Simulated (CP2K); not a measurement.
Consider dimethyl sulfone at its PBE geometry (Å).

```xyz
11

C     1.3102    0.6124   -0.0324
S     0.0786   -0.6111   -0.4775
C    -1.3766   -0.0970    0.4329
O     0.5077   -1.8915    0.0595
O    -0.2043   -0.4669   -1.8966
H     0.9746    1.6057   -0.3508
H     2.2172    0.3272   -0.5794
H     1.4919    0.5730    1.0473
H    -2.1545   -0.8276    0.1795
H    -1.6799    0.9051    0.1100
H    -1.1649   -0.1291    1.5074
```

Method: CP2K XAS_TDP, all-electron GAPW, PBEh(45%), aug-cc-pVDZ, TDA, no relativity.

Where do the C K-edge lines lie, and how strong are they?

Leading lines: C1 284.37 eV. The leading line of an atom is its first one with 35 % of the strongest within 2.5 eV of its lowest line over the strength cut. 

The first six lines of each atom with a strength over 0.0015:

```csv
atom,energy (eV),states,"strength, one atom"
"C1 (bonded to S and 3 H), 2 alike",284.37,1,0.0403
,284.76,1,0.0034
,285.32,1,0.0254
,285.41,1,0.0225
,286.60,1,0.0059
,287.00,1,0.0019
```

Lines are vertical, at one geometry, with no vibrational structure. Without a correction of the core level, line positions, and the gaps between valence and Rydberg lines, follow the share of exact exchange. At this level such K lines come out 3 to 6 eV under measured ones. These values hold no scalar relativity, about 0.1 eV for C 1s. Rydberg lines, and the discretised continuum above threshold, depend on the basis and the box.

[Banner, clock and machine lines of the logs are left out without a mark of their own.]

[Logs are printed without paths, hosts, clocks, repeated set-up lines and the standing remarks that a program may print on its own settings, such as how far it seeks lower states.]

[Hosts, paths, dates, database ids (printed as entryN), source tags and the programs' standing remarks are cut or masked in the printed files.]
